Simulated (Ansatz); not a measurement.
## YIn (Pm-3m): phonons and vibrational spectra

Wanted: phonon frequencies of YIn (Pm-3m) and what follows from them.

Main program and level: Ansatz 0.2.0; DFT PBEsol, scalar-relativistic, plane waves, PAW; PAW set soft_1.

**1. Starting point**

Symmetry: Pm-3m, No. 221, cubic system. The conventional cell has a = 3.810 Å, b = 3.810 Å, c = 3.810 Å, α = 90.00°, β = 90.00°, γ = 90.00°. Nearest to Y lie 8 In at 3.30 Å. Nearest to In lie 8 Y at 3.30 Å. Farther neighbours are not listed.

**2. Bringing the structure to rest**

The cell and atoms are relaxed, since residual forces and stress would shift the frequencies.

Contents of input.yaml:

```yaml
crystal:
  lattice:
    - [3.81, 0.0, 0.0]
    - [0.0, 3.81, 0.0]
    - [0.0, 0.0, 3.81]
  atoms:
    - { symbol: "Y", position: [0.5, 0.5, 0.5] }
    - { symbol: In, position: [0.0, 0.0, 0.0] }
kpoints:
  mp_grid: { grid: [12, 12, 12] }
hamiltonian:
  xc: pbesol
  pseudopotentials: { kind: paw, azcp: { folder: soft_1 }, xc_functional: pbe }
scf:
  occupations: { method: gaussian, width: 0.1 }
output:
  forces: true
  stress: true
  eigenvalues: true
relax:
  adjacent_minimum: "off"
  f_tol: 0.005
  max_steps: 80
  cell: { stress_tol: 0.05 }
```

Command:

```
> ansatz run input.yaml --threads 4 --pin off --max-ram 10240MiB --backend cpu --events-out ev --progress --plain --runs-dir out
```

Numbers of over 12 decimals in the logs are rounded to 6 here.

The log of the run:

```text
Engine: ansatz 0.2.0, aarch64-unknown-linux-gnu
Pseudopotentials: kind: paw
Pseudopotential: Y, paw, valence charge 11, recommended cutoff 420 eV (normal), soft_1/Y.paw.azcp
Pseudopotential: In, paw, valence charge 13, recommended cutoff 420 eV (normal), soft_1/In.paw.azcp
Functional definition: PBEsol
  exchange = pbesol_x
  correlation = pbesol_c
Crystal: 2 atoms, lattice volume = 55.306 Å³
Basis set: ecut = 420 eV, 1045 PW (Γ), exchange–correlation on 54×54×54 points (8 copies of the dense FFT grid, shifted against one another)
Bands: 16, of which v1, the nominal top of the filled ones, is band 12 counted from 1 (11 counted from 0)
Symmetry: 48 space group operations
Space group: Pm-3m (ITA 221), of the structure as read, at distance tolerance 3.8e-5 Å
k-points: 84 of 1728
Non-local potential: Y, projectors of the file, l = 0: 3, l = 1: 2, l = 2: 2, l = 3: 1
Non-local potential: In, projectors of the file, l = 0: 2, l = 1: 2, l = 2: 2, l = 3: 1
PAW form: soft (Blöchl's): semilocal exchange-correlation on the pseudo side does not see the compensation charge
PAW frozen core: Y, regenerated for the run's functional, and the local potential with it (the file was generated under x = pbe(κ = 0.804, μ = 0.219515), c = pbe(β = 0.066725))
PAW frozen core: In, regenerated for the run's functional, and the local potential with it (the file was generated under x = pbe(κ = 0.804, μ = 0.219515), c = pbe(β = 0.066725))
PAW one-centre angular grid: Y, 590 points (default); XC on 64 Gauss nodes
PAW one-centre angular grid: In, 590 points (default); XC on 64 Gauss nodes
Initial density: superposition of atomic densities (chi_scale 0.1, normalization cell, long waves kept (reshape's long-wave potential 0.00 eV rms))
Initial wavefunctions: pseudopotential atomic-orbital guess
Functional: x = pbesol(κ = 0.804, μ = 0.123457), c = pbesol(β = 0.046)
SCF iter   1: F=—  HF=-9321.997195 eV  |F-HF|=—  |Δ(HF+E_count)|=         —  Δρ=3.22e-2  dr2=1.02e0  ethr=3.10e-3  ⟨swp⟩=5.4  Hψ=6449  notcnv=0
preconditioner: auto → Kerker (q_TF=auto, 2.374 Å⁻¹)  [metal: Δε(μ)=0.026 eV  Ē_g=14.592 eV  σ=0.100 eV  W_gap=0.14  n_scr=18 (ndim 8)  ℏωp=23.4 eV  f_vac=0.000  D(μ)=1.15/eV (n_scr^D=6)]
SCF iter   2: F=—  HF=-9321.676083 eV  |F-HF|=—  |Δ(HF+E_count)|=   3.21e-1  Δρ=1.53e-2  dr2=2.11e-1  ethr=3.10e-3  ⟨swp⟩=2.0  Hψ=2981  notcnv=0
SCF iter   3: F=—  HF=-9321.623570 eV  |F-HF|=—  |Δ(HF+E_count)|=   5.25e-2  Δρ=5.61e-3  dr2=2.06e-2  ethr=8.79e-4  ⟨swp⟩=2.5  Hψ=2273  notcnv=0
SCF iter   4: F=—  HF=-9321.617931 eV  |F-HF|=—  |Δ(HF+E_count)|=   5.64e-3  Δρ=9.24e-4  dr2=5.13e-4  ethr=8.57e-5  ⟨swp⟩=2.3  Hψ=2007  notcnv=0
SCF iter   5: F=—  HF=-9321.617869 eV  |F-HF|=—  |Δ(HF+E_count)|=   6.19e-5  Δρ=1.60e-4  dr2=1.68e-5  ethr=2.14e-6  ⟨swp⟩=2.0  Hψ=1547  notcnv=0
SCF iter   6: F=—  HF=-9321.617874 eV  |F-HF|=—  |Δ(HF+E_count)|=   5.35e-6  Δρ=2.64e-5  dr2=2.97e-7  ethr=7.01e-8  ⟨swp⟩=2.8  Hψ=2218  notcnv=0
SCF iter   7: F=-9321.617874 eV  HF=-9321.617874 eV  |F-HF|=8.99e-10  |Δ(HF+E_count)|=   4.86e-8  Δρ=4.82e-6  dr2=1.06e-8  ethr=4.17e-10  ⟨swp⟩=5.8  Hψ=5564  notcnv=0
SCF 1 converged in 7 iterations: F = -9321.617874 eV  dr2 = 1.06e-8
  greatest PAW one-centre occupation: 0.992 electrons in one spin orbital (limit 2), on the Y atom at site 0 (counted from 0), in its partial waves of l = 0
relax step   1: F+E_penalty+E_count = -9321.61787425 eV  Δ(F+E_penalty+E_count) = +0.000e0 eV  max|allowed force component| = 1.035e-30 eV/Å  Δτ_max = 0.0000 Å  P = -4.410 GPa  Ω = 55.306 Å³  (7 SCF iters, dr2 threshold 1.00e-7 eV, accepted)
Crystal: 2 atoms, lattice volume = 49.743 Å³
Basis set: ecut = 420 eV, 949 PW (Γ), exchange–correlation on 54×54×54 points (8 copies of the dense FFT grid, shifted against one another)
Initial density: handed on by an earlier stage of this run
Initial wavefunctions: those handed on with the density
iter 1 solved again at ethr=1.67e-4 eV; its pass at ethr=3.10e-3 eV (dr2=4.00e-2 eV) is discarded
SCF iter   1: F=—  HF=-9321.691812 eV  |F-HF|=—  |Δ(HF+E_count)|=         —  Δρ=5.59e-3  dr2=4.00e-2  ethr=1.67e-4  ⟨swp⟩=1.0  Hψ=8717  notcnv=0
preconditioner: auto → Kerker (q_TF=auto, 2.416 Å⁻¹)  [metal: Δε(μ)=0.033 eV  Ē_g=15.645 eV  σ=0.100 eV  W_gap=0.18  n_scr=18 (ndim 8)  ℏωp=24.7 eV  f_vac=0.000  D(μ)=0.97/eV (n_scr^D=6)]
SCF iter   2: F=—  HF=-9321.681832 eV  |F-HF|=—  |Δ(HF+E_count)|=   9.98e-3  Δρ=3.08e-3  dr2=1.15e-2  ethr=1.67e-4  ⟨swp⟩=2.0  Hψ=1772  notcnv=0
SCF iter   3: F=—  HF=-9321.677999 eV  |F-HF|=—  |Δ(HF+E_count)|=   3.83e-3  Δρ=6.20e-4  dr2=3.83e-4  ethr=4.77e-5  ⟨swp⟩=2.0  Hψ=1601  notcnv=0
SCF iter   4: F=—  HF=-9321.677878 eV  |F-HF|=—  |Δ(HF+E_count)|=   1.21e-4  Δρ=1.49e-4  dr2=7.80e-6  ethr=1.59e-6  ⟨swp⟩=2.3  Hψ=1970  notcnv=0
SCF iter   5: F=—  HF=-9321.677875 eV  |F-HF|=—  |Δ(HF+E_count)|=   2.92e-6  Δρ=2.77e-5  dr2=3.30e-7  ethr=3.25e-8  ⟨swp⟩=2.7  Hψ=2166  notcnv=0
SCF iter   6: F=-9321.677875 eV  HF=-9321.677875 eV  |F-HF|=1.04e-10  |Δ(HF+E_count)|=   2.87e-8  Δρ=3.79e-6  dr2=4.66e-9  ethr=8.33e-10  ⟨swp⟩=5.2  Hψ=5552  notcnv=0
SCF 2 converged in 6 iterations: F = -9321.677875 eV  dr2 = 4.66e-9
relax step   2: F+E_penalty+E_count = -9321.67787473 eV  Δ(F+E_penalty+E_count) = -6.000e-2 eV  max|allowed force component| = 1.019e-30 eV/Å  Δτ_max = 0.0000 Å  P = +1.537 GPa  Ω = 49.743 Å³  energy of the carried Pulay correction = +4.248e-4 eV  (6 SCF iters, dr2 threshold 2.00e-7 eV, accepted)
Crystal: 2 atoms, lattice volume = 51.071 Å³
Basis set: ecut = 420 eV, 1021 PW (Γ), exchange–correlation on 54×54×54 points (8 copies of the dense FFT grid, shifted against one another)
iter 1 solved again at ethr=1.25e-5 eV; its pass at ethr=3.10e-3 eV (dr2=3.01e-3 eV) is discarded
SCF iter   1: F=—  HF=-9321.684177 eV  |F-HF|=—  |Δ(HF+E_count)|=         —  Δρ=1.50e-3  dr2=3.04e-3  ethr=1.25e-5  ⟨swp⟩=1.2  Hψ=8502  notcnv=0
preconditioner: auto → Kerker (q_TF=auto, 2.406 Å⁻¹)  [metal: Δε(μ)=0.064 eV  Ē_g=15.763 eV  σ=0.100 eV  W_gap=0.35  n_scr=18 (ndim 8)  ℏωp=24.4 eV  f_vac=0.000  D(μ)=0.99/eV (n_scr^D=6)]
SCF iter   2: F=—  HF=-9321.683436 eV  |F-HF|=—  |Δ(HF+E_count)|=   7.41e-4  Δρ=8.32e-4  dr2=8.85e-4  ethr=1.25e-5  ⟨swp⟩=2.0  Hψ=1725  notcnv=0
SCF iter   3: F=—  HF=-9321.683138 eV  |F-HF|=—  |Δ(HF+E_count)|=   2.98e-4  Δρ=1.66e-4  dr2=2.97e-5  ethr=3.69e-6  ⟨swp⟩=2.0  Hψ=1598  notcnv=0
SCF iter   4: F=—  HF=-9321.683127 eV  |F-HF|=—  |Δ(HF+E_count)|=   1.13e-5  Δρ=4.08e-5  dr2=6.30e-7  ethr=1.24e-7  ⟨swp⟩=2.1  Hψ=1969  notcnv=0
SCF iter   5: F=-9321.683127 eV  HF=-9321.683127 eV  |F-HF|=5.60e-10  |Δ(HF+E_count)|=   1.59e-8  Δρ=7.03e-6  dr2=2.03e-8  ethr=8.33e-10  ⟨swp⟩=5.3  Hψ=5825  notcnv=0
SCF 3 converged in 5 iterations: F = -9321.683127 eV  dr2 = 2.03e-8
relax step   3: F+E_penalty+E_count = -9321.68312678 eV  Δ(F+E_penalty+E_count) = -5.252e-3 eV  max|allowed force component| = 3.629e-29 eV/Å  Δτ_max = 0.0000 Å  P = -0.203 GPa  Ω = 51.071 Å³  energy of the carried Pulay correction = +3.165e-4 eV  (5 SCF iters, dr2 threshold 2.00e-7 eV, accepted)
[...]
relax step   4: F+E_penalty+E_count = -9321.68324426 eV  Δ(F+E_penalty+E_count) = -1.175e-4 eV  max|allowed force component| = 2.025e-29 eV/Å  Δτ_max = 0.0000 Å  P = -0.008 GPa  Ω = 50.912 Å³  energy of the carried Pulay correction = +3.292e-4 eV  (4 SCF iters, dr2 threshold 1.03e-7 eV, accepted)
Basis set: ecut = 420 eV, 1021 PW (Γ), exchange–correlation on 50×50×50 points (8 copies of the dense FFT grid, shifted against one another)
Initial wavefunctions: pseudopotential atomic-orbital guess (no wavefunctions were taken with the density)
iter 1 solved again at ethr=1.07e-7 eV; its pass at ethr=3.10e-3 eV (dr2=2.56e-5 eV) is discarded
SCF iter   1: F=—  HF=-9321.682927 eV  |F-HF|=—  |Δ(HF+E_count)|=         —  Δρ=6.37e-5  dr2=3.71e-7  ethr=1.07e-7  ⟨swp⟩=3.0  Hψ=10364  notcnv=0
preconditioner: auto → Kerker (q_TF=auto, 2.407 Å⁻¹)  [metal: Δε(μ)=0.079 eV  Ē_g=15.730 eV  σ=0.100 eV  W_gap=0.42  n_scr=18 (ndim 8)  ℏωp=24.4 eV  f_vac=0.000  D(μ)=1.00/eV (n_scr^D=6)]
SCF iter   2: F=—  HF=-9321.682941 eV  |F-HF|=—  |Δ(HF+E_count)|=   1.39e-5  Δρ=3.23e-5  dr2=1.22e-7  ethr=1.55e-9  ⟨swp⟩=2.0  Hψ=1989  notcnv=0
SCF iter   3: F=—  HF=-9321.682941 eV  |F-HF|=—  |Δ(HF+E_count)|=   2.33e-8  Δρ=8.29e-6  dr2=1.63e-8  ethr=5.07e-10  ⟨swp⟩=2.2  Hψ=2015  notcnv=0
SCF iter   4: F=—  HF=-9321.682941 eV  |F-HF|=—  |Δ(HF+E_count)|=   4.19e-9  Δρ=7.18e-7  dr2=1.93e-10  ethr=6.81e-11  ⟨swp⟩=2.4  Hψ=1880  notcnv=0
SCF iter   5: F=-9321.682941 eV  HF=-9321.682941 eV  |F-HF|=0.00e0  |Δ(HF+E_count)|=  1.11e-10  Δρ=1.51e-7  dr2=8.19e-12  ethr=1.00e-12  ⟨swp⟩=6.0  Hψ=5830  notcnv=0
SCF 5 converged in 5 iterations: F = -9321.682941 eV  dr2 = 8.19e-12
relax step   5: F+E_penalty+E_count = -9321.68294052 eV  Δ(F+E_penalty+E_count) = +3.037e-4 eV  max|allowed force component| = 1.104e-29 eV/Å  Δτ_max = 0.0000 Å  P = -0.011 GPa  Ω = 50.912 Å³  stress off target by 1.07e-2 GPa  SCF on the basis re-selected at this cell (its energy is not comparable with the rows above)  (5 SCF iters)
basis re-selected at this cell: Δ(F+E_penalty+E_count) = +3.037e-4 eV, ΔP = -0.003 GPa vs the last step (what re-selecting the basis moved, of the pressure what is left beyond the Pulay correction that the steps carried, after the strain that the cell walked since its last selection, with what the two solves' SCF thresholds leave and, on support functions, any second-order correction that the steps lacked; it is no measure of the basis error at this ecutwfc). The dense FFT grid was sized anew with the basis: this SCF ran on 25×25×25 points, the steps before it on 27×27×27, so part of this shift can come from that change (see relax.cell in the input reference). [rest of the remark cut]
SCF converged after 5 iterations
Free energy (F): -9321.682941 eV
Harris-Foulkes:  -9321.682941 eV  (|F-HF|=0.00e0)
Internal energy: -9321.677920 eV  (E = F + TS)
E sigma→0 (E₀):  -9321.680430 eV
Entropy (-TS):   -0.005020 eV (-2.510 meV/atom)
Fermi energy:    11.723075 eV
--- Per-component energies (eV) ---
  E_band       = -102.219778
  E_kinetic    = 536.816674
  E_local      = -1515.742860  (includes V_loc(G=0)·N_el)
  E_nonlocal   = 355.401977
  E_hartree    = 566.553097
  E_xc         = -320.823933
  E_vxc        = -296.980524  (∫ρ·V_xc dr)
  E_paw        = -6900.332038  (= ΣΔE_a)
  E_vpaw       = -314.821417  (= ΣTr[D̂ρ^β])
  E_aug_tail   = 0.000164  (compensation charges beyond the density's cutoff)
  E_ewald      = -2043.935678
  E_core_change = 0.384677  (= ΣΔE_core)
  E_smearing   = -0.005020  (= −TS)
  E_closure    = -0.000000  (closes the sum)
  Σ components = -9321.682941   (vs F -9321.682941, Δ=0.00e0)
--- Forces (eV/Å), atoms counted from 1 ---
  atom   1  Y      0.00000000    -0.00000000    -0.00000000
  atom   2  In    -0.00000000     0.00000000    -0.00000000
  max |Σ_I F_I| component: 2.00e-29 eV/Å
--- Stress (GPa, compression-positive) ---
       -0.010739      -0.000000       0.000000
       -0.000000      -0.010739      -0.000000
        0.000000      -0.000000      -0.010739
  P = ⅓ Tr σ = -0.0107 GPa (-0.107 kbar)
--- Band table (eV; the first three rows and the last of 84) ---
  k-point 0: bands = [... 8 lower, -2.5756, 3.4975, 11.3550, 11.3550, 14.8106, 14.8106, 14.8106, 15.3377]
  k-point 1: bands = [... 8 lower, -2.5750, 3.5909, 11.2630, 11.3805, 14.2805, 14.2805, 14.5396, 15.3403]
  k-point 2: bands = [... 8 lower, -2.5733, 3.8660, 10.8484, 11.4527, 13.6395, 13.6395, 14.2660, 15.3473]
  k-point 83: bands = [... 8 lower, -2.4402, 9.1033, 9.1033, 9.1033, 9.2382, 15.6436, 15.6436, 15.6436]
--- Relaxed structure (4 steps of the walk, 4 accepted, 1 SCFs on fresh bases) ---
  F+E_penalty+E_count = -9321.68294052 eV   max|allowed force component| = 1.104e-29 eV/Å   (the final SCF, on the basis selected at the relaxed cell)
  cell:  # Å, volume = 50.9121 Å³
    - [3.706299, 0, 0]
    - [0, 3.706299, 0.0]
    - [0, 0.0, 3.706299]
  atoms:
    - { symbol: Y, position: [0.500000, 0.500000, 0.5] }
    - { symbol: In, position: [0, 0, 0] }
```

Run time: 6.3 s. Hardware: 4 threads of Arm Neoverse V1, shared host; peak memory 0.41 GiB.

The steps of the relaxation:

| step | energy less that of the first step (eV) | largest force component (eV/Å) | pressure (GPa) | volume (Å³) |
| --- | --- | --- | --- | --- |
| 1 | 0.0000 | 0.0000 | -4.41 | 55.31 |
| 2 | -0.0600 | 0.0000 | 1.54 | 49.74 |
| 3 | -0.0653 | 0.0000 | -0.20 | 51.07 |
| 4 | -0.0654 | 0.0000 | -0.01 | 50.91 |
| 5* | -0.0651 | 0.0000 | -0.01 | 50.91 |

Relaxation steps marked * repeat the geometry before them on a plane-wave basis chosen anew for their cell, so energy and pressure can jump there.

Forces are held to the 48 operations that the run works with; a distortion that breaks them can't arise in this run.

| conventional cell, symmetrised | before | after | change |
| --- | --- | --- | --- |
| a (Å) | 3.810 | 3.706 | -2.7 % |
| b (Å) | 3.810 | 3.706 | -2.7 % |
| c (Å) | 3.810 | 3.706 | -2.7 % |
| volume (Å³/atom) | 27.65 | 25.46 | -7.9 % |

Final coordinates:

```
Y In
1.0
     3.70630    0.00000    0.00000
     0.00000    3.70630    0.00000
     0.00000    0.00000    3.70630
Y In
1 1
Cartesian
  1.8531 1.8531 1.8531
  0.0000 0.0000 0.0000
```

Numbers from this step:

```
pressure          : -0.01074 GPa
volume per atom   : 25.46 Å³
gap on the k-mesh : 0 eV
```

In this step the volume went from 27.65 to 25.46 Å³/atom.

**3. Relaxing to small forces for the phonons**

Phonons need a cell at rest on their own settings, so the relaxation is repeated with tight tolerances on forces and stress, using the mesh and the filling of the phonon run that follows.

input.yaml, the sections that differ from step 2:

```yaml
crystal:
  lattice:
    - [3.7062992046, 0.0, 0.0]
    - [0.0, 3.7062992046, 0.0]
    - [0.0, 0.0, 3.7062992046]
  atoms:
    - { symbol: "Y", position: [0.5, 0.5, 0.5] }
    - { symbol: In, position: [0.0, 0.0, 0.0] }
scf:
  occupations: { method: methfessel_paxton, width: 0.2 }
relax:
  adjacent_minimum: "off"
  f_tol: 0.001
  max_steps: 60
  cell: { stress_tol: 0.01 }
# kpoints, hamiltonian, output: as in step 2
```

The log of the run:

```text
[...]
Crystal: 2 atoms, lattice volume = 50.912 Å³
Basis set: ecut = 420 eV, 1021 PW (Γ), exchange–correlation on 50×50×50 points (8 copies of the dense FFT grid, shifted against one another)
Bands: 16, of which v1, the nominal top of the filled ones, is band 12 counted from 1 (11 counted from 0)
Symmetry: 48 space group operations
[...]
k-points: 84 of 1728
[...]
k-point 83: bands = [... 8 lower, -2.4339, 9.1096, 9.1096, 9.1096, 9.2467, 15.6550, 15.6550, 15.6550]
--- Relaxed structure (3 steps of the walk, 3 accepted, 1 SCFs on fresh bases) ---
[...]
cell:  # Å, volume = 50.8825 Å³
    - [3.705579, 0, 0]
    - [0, 3.705579, 0.0]
    - [0, 0.0, 3.705579]
  atoms:
    - { symbol: Y, position: [0.5, 0.5, 0.5] }
    - { symbol: In, position: [0, 0, 0] }
[key lines of the parts left out:]
SCF converged after 5 iterations
Free energy (F): -9321.680276 eV
Fermi energy:    11.732468 eV
P = ⅓ Tr σ = -0.0001 GPa (-0.001 kbar)
```

Run time: 4.8 s. Hardware: 4 threads; peak memory 0.39 GiB; 17 s of CPU time.

Little changed from the start: no atom moved by 0.005 Å and no cell edge by 0.1 %.

This step gave:

```
pressure        : -7.13e-5 GPa
volume per atom : 25.44 Å³
```

The forces vanish by symmetry and the pressure is 0.000 GPa, within the tolerances set. The cell now holds 25.44 Å³/atom.

**4. Modes at Γ**

The zone centre comes first: it holds the modes that light can see, as far as symmetry allows. No field response is asked, since the mesh shows no gap.

input.yaml, the sections that differ from step 3:

```yaml
crystal:
  lattice:
    - [3.705579302, 0.0, 0.0]
    - [0.0, 3.705579302, 0.0]
    - [0.0, 0.0, 3.705579302]
  atoms:
    - { symbol: "Y", position: [0.5, 0.5, 0.5] }
    - { symbol: In, position: [0.0, 0.0, 0.0] }
output:
  eigenvalues: true
phonons:
  method: dfpt
# kpoints, hamiltonian, scf: as in step 3
# relax: removed
```

The log of the run:

```text
[...]
Crystal: 2 atoms, lattice volume = 50.882 Å³
Basis set: ecut = 420 eV, 1021 PW (Γ), exchange–correlation on 50×50×50 points (8 copies of the dense FFT grid, shifted against one another)
Bands: 16, of which v1, the nominal top of the filled ones, is band 12 counted from 1 (11 counted from 0)
Symmetry: 48 space group operations
k-points: 196 of 1728 (irreducible under 8 space group operations, time reversal used)
[...]
SCF iter   1: F=—  HF=-9322.118784 eV  |F-HF|=—  |Δ(HF+E_count)|=         —  Δρ=3.59e-2  dr2=1.15e0  ethr=3.10e-3  ⟨swp⟩=5.0  Hψ=14724  notcnv=0
[...]
SCF iter   9: F=-9321.680276 eV  HF=-9321.680276 eV  |F-HF|=3.64e-12  |Δ(HF+E_count)|=  6.55e-11  S|Δr|=    0.00e0  Δρ=1.18e-7  dr2=4.28e-12  ethr=1.00e-12  ⟨swp⟩=5.9  Hψ=13665  notcnv=0
the search or the solves at the SCF's close seem to have found levels that the self-consistency loop had missed (the run counts 2). By its estimate they hold under 1e-12 electrons; where the run keeps them, the occupations were computed again with them
SCF 1 converged in 9 iterations: F = -9321.680276 eV  dr2 = 4.28e-12
[...]
DFPT response loops at Γ: preconditioner auto → Kerker (q_TF=auto, 2.407 Å⁻¹) (partly filled bands, converged f_vac=0.000); β = 1.00, the filter's whole step (`scf.mixing.beta` (0.50) is not read by the response loops under this deck's `scf.mixing.preconditioner`; to damp them name `kerker` or `kerker_dos`, under which they read `scf.mixing.beta`, and type it under 1.00, their step now; both keys bind the ground state too); Broyden in place of MSR1
SCF converged after 9 iterations
[...]
Free energy (F): -9321.680276 eV
[...]
Internal energy: -9321.680983 eV  (E = F + TS)
E sigma→0 (E₀):  -9321.680453 eV
Entropy (-TS):   0.000707 eV (0.353 meV/atom)
Fermi energy:    11.732468 eV
[...]
--- Band table (eV; the first three rows and the last of 196) ---
  k-point 0: bands = [... 8 lower, -2.5695, 3.5027, 11.3631, 11.3631, 14.8203, 14.8203, 14.8203, 15.3490]
  k-point 1: bands = [... 8 lower, -2.5689, 3.5962, 11.2711, 11.3886, 14.2903, 14.2903, 14.5495, 15.3516]
  k-point 2: bands = [... 8 lower, -2.5672, 3.8715, 10.8564, 11.4608, 13.6489, 13.6489, 14.2761, 15.3585]
  k-point 195: bands = [... 8 lower, -2.4339, 9.1096, 9.1096, 9.1096, 9.2467, 15.6550, 15.6550, 15.6550]
--- Phonons (Γ-DFPT): 2 representative perturbations + reference, on 196 of 1728 k-points (Σ response iterations 6) ---
  k mesh reduced under 8 symmetry operations, with k and −k counted as one. Each operation leaves every solved perturbation unchanged. A smaller set is not used because it would not reduce the number of displacements times k-points to solve
  ASR residual: 7.443e-5 → 0.000e0 eV/Å²; symmetrization residual: 3.624e-5 eV/Å²
  ASR residual per site (eV/Å²): 6.23e-5 7.44e-5
  Γ frequencies (cm⁻¹): 0.00 0.00 0.00 132.90 132.90 132.90
  non-analytic LO–TO correction: not included (Born effective charges unavailable; polar crystals: no LO–TO splitting at Γ)
```

It took 13 s on 4 threads; peak memory 0.74 GiB; 50 s of CPU time.

The column dr2 measures how far the density is from self-consistency, as an energy; F and HF (Harris–Foulkes) agree once it is small.

Numbers from this step:

```yaml
sum_rule_residual_before_enforcement: 7.44e-5 eV/Å²
point_group: m-3m
highest_optical_mode_at_the_zone_centre_no_lo_to_term: 132.9 cm⁻¹
lowest_optical_zone_centre_mode: 132.9 cm⁻¹
```

Patterns of degenerate modes are one choice out of their space. The modes at Γ (shares of kinetic energy by element, %):

| mode | frequency (cm⁻¹) | symmetry | Y % | In % |
| --- | --- | --- | --- | --- |
| 1 | 0.0 | acoustic | 44 | 56 |
| 2 | 0.0 | acoustic | 44 | 56 |
| 3 | 0.0 | acoustic | 44 | 56 |
| 4 | 132.9 | T1u | 56 | 44 |
| 5 | 132.9 | T1u | 56 | 44 |
| 6 | 132.9 | T1u | 56 | 44 |

Displacements in mode 4 (132.9 cm⁻¹), the largest set to 1:
```
Y1   0.00  0.00  1.00
In2  0.00  0.00 -0.77
```

Before it was imposed, the acoustic sum rule was missed by 7.4e-5 eV/Å². Small misses are needed for a sound result but don't prove that mesh and cutoff are converged. The lowest optical mode is real, 133 cm⁻¹.

[end of part 1 of 2]

[Logs are printed without paths, hosts, clocks, repeated set-up lines and the standing remarks that a program may print on its own settings, such as how far it seeks lower states.]

[Hosts, paths, dates, database ids (printed as entryN), source tags and the programs' standing remarks are cut or masked in the printed files.]
